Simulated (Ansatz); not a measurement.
# Y2VPb2, from a guessed structure to a relaxed one, part 2 of 2

This structure for Y2VPb2 is made up. Its elements were placed in a known structure type with a cell scaled to their sizes. What cell does the guess relax to, and how far off was it?

Ansatz 0.2.0; DFT, PBEsol, plane-wave PAW, files of the set soft_1, scalar-relativistic, ferromagnetic start, cell and ions relaxed at zero pressure; PAW set soft_1 (the session's first sound run).

So far: The starting structure; Relaxation of the guess. The relaxed cell has a, b, c = 4.385, 6.447, 9.027 Å (conventional setting).

**3. Bands of the relaxed cell**

A second self-consistent run takes a narrower smearing and the mesh shown in its input; the bands follow along the standard path of the relaxed lattice.

This step: DFT, PBEsol, plane-wave PAW, files of the set soft_1, scalar-relativistic, ferromagnetic start, bands and density of states at the relaxed cell; PAW set soft_1 (Ansatz 0.2.0).

The input, input.yaml:

```yaml
crystal:
  lattice:
    - [-2.1922705693, 3.2236402786, 4.5135761579]
    - [2.1922705693, -3.2236402786, 4.5135761579]
    - [2.1922705693, 3.2236402786, -4.5135761579]
  atoms:
    - { symbol: Pb, position: [0.7352075504, 0.5, 0.2352075504] }
    - { symbol: Pb, position: [0.2647924496, 0.5, 0.7647924496] }
    - { symbol: "Y", position: [0.7052569519, 0.2052569519, 0.5] }
    - { symbol: "Y", position: [0.2947430481, 0.7947430481, 0.5] }
    - { symbol: V, position: [0.0, 0.0, 0.0], spin: 2.3 }
magnetization:
  spin_polarized: true
kpoints:
  mp_grid: { grid: [8, 8, 8] }
  band_path:
    path:
      - [[0.0, 0.0, 0.0], [-0.30897756, 0.30897756, 0.30897756], [-0.18650146, 0.18650146, 0.43145365], [0.0, 0.0, 0.5], [0.25, 0.25, 0.25], [0.0, 0.5, 0.0], [0.30897756, 0.69102244, -0.30897756], [0.5, 0.5, -0.5], [0.0, 0.0, 0.0], [0.37752391, -0.37752391, 0.37752391], [0.5, 0.0, 0.0], [0.25, 0.25, 0.25]]
      - [[0.18650146, -0.18650146, 0.56854635], [0.37752391, -0.37752391, 0.37752391]]
      - [[0.62247609, 0.37752391, -0.37752391], [0.5, 0.5, -0.5]]
    npoints: 6
scf:
  occupations: { method: fermi_dirac, width: 0.03 }
  n_extra_bands: 11
hamiltonian:
  xc: pbesol
  pseudopotentials: { kind: paw, azcp: { folder: soft_1 }, xc_functional: pbe }
output:
  forces: true
  stress: true
  write_bands: true
  dos: { projected: true }
  write_density: true
  write_potential: true
  elf: true
  volumetric_format: npy
```

Run with:

```bash
$ ansatz run input.yaml --threads 4 --pin off --max-ram 8192MiB --backend cpu --events-out ev --progress --plain --runs-dir out
```

Numbers of over 12 decimals in the logs are rounded to 6 here.

The program printed:

```text
[...]
Crystal: 5 atoms, lattice volume = 127.591 Å³
Basis set: ecut = 420 eV, 2495 PW (Γ), exchange–correlation on 80×80×80 points (8 copies of the dense FFT grid, shifted against one another)
Bands: 43, of which v1, the nominal top of the filled ones, is band 32 counted from 1 (31 counted from 0)
Symmetry: 8 space group operations
[...]
k-points: 95 of 512
[...]
Starting moments: Σ|m| = 2.3 μB on 1 of 5 sites
[...]
SCF iter   1: F=—  HF=-33992.505468 eV  |F-HF|=—  |Δ(HF+E_count)|=         —  Δρ=2.49e-2 (↑2.47e-2 ↓2.49e-2)  dr2=6.49e0  dr2_m=6.44e-2  M=2.069 μB ∫|m|=2.505 μB  β_m=0.30  ethr=3.10e-3  ⟨swp⟩=6.3  Hψ=33349  notcnv=0
[...]
SCF iter  12: F=-33990.767061 eV  HF=-33990.767061 eV  |F-HF|=1.44e-8  |Δ(HF+E_count)|=  9.68e-10  Δρ=1.92e-6 (↑1.92e-6 ↓5.25e-7)  dr2=1.62e-8  dr2_m=6.79e-10  M=2.888 μB ∫|m|=3.435 μB  ethr=2.51e-11  ⟨swp⟩=14.1  Hψ=55797  notcnv=0
SCF 1 converged in 12 iterations: F = -33990.767061 eV  dr2 = 1.62e-8
[...]
NSCF: frozen V_eff on 81 k-points
SCF converged after 12 iterations
Magnetization: 2.8884 μB (32.9442 up, 30.0558 down)
Absolute magnetization: 3.4454 μB (∫|ρ↑−ρ↓|, with the PAW one-centre terms)
[...]
Per-site moments (μB) at R_I (Å): [(-0.015846, 1.146168), (-0.015846, 1.146168), (0.012100, 1.304033), (0.012100, 1.304033), (2.285372, 1.146168)]
Free energy (F): -33990.767061 eV
[...]
Internal energy: -33990.755477 eV  (E = F + TS)
E sigma→0 (E₀):  -33990.761269 eV
Entropy (-TS):   -0.011584 eV (-2.317 meV/atom)
Fermi energy:    11.992834 eV
[...]
--- Forces (eV/Å), atoms counted from 1 ---
  atom   1  Pb     0.00000000    -0.01791874     0.00000000
  atom   2  Pb     0.00000000     0.01791874     0.00000000
  atom   3  Y      0.00000000     0.00000000     0.00912149
  atom   4  Y      0.00000000     0.00000000    -0.00912149
  atom   5  V      0.00000000     0.00000000     0.00000000
  max |Σ_I F_I| component: 3.47e-18 eV/Å
--- Stress (GPa, compression-positive) ---
        0.045987       0.000000       0.000000
        0.000000      -0.108925       0.000000
        0.000000       0.000000      -0.007406
  P = ⅓ Tr σ = -0.0234 GPa (-0.234 kbar)
--- Band table (eV; the first three rows and the last of 190) ---
  k-point 0 ↑: bands = [... 28 lower, 10.2901, 10.3832, 11.0945, 11.3210, 11.4119, 12.6865, 12.7435, 13.1316, ... 7 higher]
  k-point 1 ↑: bands = [... 28 lower, 10.3041, 10.7679, 11.1577, 11.4720, 11.5308, 12.6692, 12.6943, 12.9078, ... 7 higher]
  k-point 2 ↑: bands = [... 28 lower, 10.1161, 10.8955, 11.3480, 11.4935, 11.6696, 12.4820, 12.5311, 12.7405, ... 7 higher]
  k-point 94 ↓: bands = [... 28 lower, 11.3293, 11.4677, 12.8358, 13.2074, 13.2173, 13.4124, 13.8759, 14.0310, ... 7 higher]
```

It took 27 s on 4 threads of Intel Xeon Platinum 8259CL at 2.50GHz (Skylake/Cascade Lake), shared host; peak memory 1 GiB.

The column dr2 measures how far the density is from self-consistency, as an energy; F and HF (Harris–Foulkes) agree once it is small.

This step gave:

| Item | Value |
| --- | --- |
| free energy | -33990.7671 eV |
| energy at zero smearing | -33990.7613 eV |
| smearing term TS | 0.01158 eV |
| Fermi energy | 11.99 eV |
| magnetization | 2.888 μB |
| absolute magnetization | 3.445 μB |
| site moments | -0.01585, -0.01585, 0.01210, 0.01210, 2.285 μB |
| pressure | -0.02345 GPa |

From bands.tsv, the bands that come nearest the Fermi level along the path, at its corners, in eV from the Fermi level:

```
point  band_30_up  band_31_up  band_32_up  band_33_up  band_34_up  band_29_dn  band_30_dn  band_31_dn
    Γ       -0.90       -0.67       -0.58        0.69        0.75       -0.91        0.00        0.72
    X       -0.91       -0.76       -0.56        0.36        0.97       -0.19        0.14        0.75
    L       -0.88       -0.58       -0.54        0.11        0.92       -0.11        0.27        0.70
    T       -0.96       -0.56       -0.55        0.11        0.33       -0.50        0.42        0.44
    W       -0.82       -0.50       -0.17       -0.14        0.12       -0.55        0.38        0.50
    R       -0.79       -0.78       -0.66        0.14        0.15       -0.35       -0.33        0.57
   X1       -0.91       -0.76       -0.56        0.36        0.97       -0.19        0.14        0.75
    Z       -0.74       -0.42        0.72        0.95        1.23       -0.53        0.84        1.21
    Γ       -0.90       -0.67       -0.58        0.69        0.75       -0.91        0.00        0.72
    Y       -0.49       -0.42        0.24        0.65        1.15       -0.13        0.65        0.75
    S       -0.91       -0.63        0.09        0.17        0.87       -0.43        0.15        0.15
    W       -0.82       -0.50       -0.17       -0.14        0.12       -0.55        0.38        0.50
   L1       -0.88       -0.58       -0.54        0.11        0.92       -0.11        0.27        0.70
    Y       -0.49       -0.42        0.24        0.65        1.15       -0.13        0.65        0.75
   Y1       -0.49       -0.42        0.24        0.65        1.15       -0.13        0.65        0.75
    Z       -0.74       -0.42        0.72        0.95        1.23       -0.53        0.84        1.21
```

Spin density in the bc plane of the conventional cell at fractional x = 0.000, with atoms of Pb and Y and V within 0.2 Å of it.

Ten even steps from '_' (0.0 e/Å³) to '@' (2.3 e/Å³), each cell a mean:
```
##==..__________________________::**
::..____________________________..::
____________________________________
____________________________________
____________________________________
____________________________________
____________________________________
____________________________________
____________________________________
____________________________________
____________________________________
____________________________________
____________________________________
____________________________________
____________________________________
____________________________________
____________________________________
____________________________________
____________________________________
____________________________________
____________________________________
..________________________________..
==::____________________________..--
@@++..__________________________--##
```
Columns run along b (6.4 Å), rows up along c (9.0 Å), edges of the conventional cell, whose origin can differ from the input's. Atoms in or near the plane, at fractional coordinates: Pb at (0.24, 0.50), Pb at (0.76, 0.50), Y at (0.50, 0.21), Y at (0.50, 0.79), V at (0.00, 0.00).

ELF in the bc plane of the conventional cell at fractional x = 0.000, with atoms of Pb and Y and V within 0.2 Å of it. It is the smooth field of the valence electrons, not physical close to the nuclei.

Ten even steps from '_' (0.01) to '@' (0.83), each cell a mean:
```
%%##==..----::........::----::::**%%
**==::::--::....::::......--::..--++
::::::--::....==##%%**::..::--::::::
----====::..==@@@@@@@@**....--==----
++++++==::..**@@%%**@@%%::..--==++++
========::..++@@@@%%@@##::..--======
----====--..::**@@@@%%==..::======--
----==++++==::::--==--..--==++++==--
--============::....::--==========--
--==============--::--============--
----==::..::====------==--....--==--
------______--==--::--==::____::==--
------..__..====--::--==::____::==--
----==------====------====----====--
--============--::::--============--
--====++++==--........::==++++++==--
----==++==::..==**##++::::--++====--
--======::..--%%@@@@@@**....--======
++++++==::..++@@%%**@@%%::..--==++++
====++==::..++@@%%##@@%%::..--==++==
::::----::..::##@@@@%%++....----::::
==::..::--....::++++==....::--::::--
##**::..----............::--::::==##
%%%%==..------::......::----::::**%%
```
Columns run along b (6.4 Å), rows up along c (9.0 Å), edges of the conventional cell, whose origin can differ from the input's. Atoms in or near the plane, at fractional coordinates: Pb at (0.24, 0.50), Pb at (0.76, 0.50), Y at (0.50, 0.21), Y at (0.50, 0.79), V at (0.00, 0.00).

Valence density in the bc plane of the conventional cell at fractional x = 0.000, with atoms of Pb and Y and V within 0.2 Å of it. It is the smooth field of the valence electrons, not physical close to the nuclei.

Ten steps, logarithmic in the rise over the least value, from '_' (0 e/Å³) to '@' (14 e/Å³), each cell a mean:
```
@@##==..______________________::**%%
**++::__________......________..--**
::..________..--====--::________..::
____________::++******--..__________
____________--********==..__________
____________--++******==..__________
____________..==++++==::..__________
__________......::::::......________
____..::::::....____......::::....__
....--==++==--....__..::--====--::..
..::++**##**==::......--**####**--..
..--**%%%%##++--....::==##%%%%##==::
..--++##%%##++--....::==**%%%%**==::
..::==++**++==::..__..--++****++--..
__..::------::..____....::----::..__
____............................____
____________..::====--..____________
____________::++****++--..__________
____________--********==..__________
____________--++******==..__________
..__________..==++**++--..________..
==::..________..----::..________::--
%%**--..______________________..++##
@@%%==..____________________..::**@@
```
Columns run along b (6.4 Å), rows up along c (9.0 Å), edges of the conventional cell, whose origin can differ from the input's. Atoms in or near the plane, at fractional coordinates: Pb at (0.24, 0.50), Pb at (0.76, 0.50), Y at (0.50, 0.21), Y at (0.50, 0.79), V at (0.00, 0.00).

**4. What came out**

- space group, relaxed: Immm
- conventional cell: a = 4.385, b = 6.447, c = 9.027 Å; α = 90.0°, β = 90.0°, γ = 90.0°
- volume per atom: 25.52 Å³ (guess 26.42)
- total moment: 2.88 μB in the cell of 5 atoms

What this shows: Y2VPb2 relaxes to Immm with a = 4.385, b = 6.447 and c = 9.027 Å. The guessed volume was 4 % too large. The space group Immm was held in the relaxation, so the end point is a stationary structure within it and may be a saddle against distortions or other arrangements. The input starts from parallel moments, and no other start was typed. Bands cross the Fermi level, so it is a metal or semimetal at this level. On the 8×8×8 mesh with the narrower smearing (relaxed on 7×7×7) the largest force component is 0.018 eV/Å and the largest stress component is 0.109 GPa, against the relaxation's thresholds of 0.015 eV/Å and 0.05 GPa. The cutoff wasn't tested. Spin-orbit coupling is left out, which can matter for elements this heavy. No dispersion term is used, so weakly bound directions may come out too long. Nothing here tests whether the compound is stable against decomposition.

[Logs are printed without paths, hosts, clocks, repeated set-up lines and the standing remarks that a program may print on its own settings, such as how far it seeks lower states.]

[Hosts, paths, dates, database ids (printed as entryN), source tags and the programs' standing remarks are cut or masked in the printed files.]
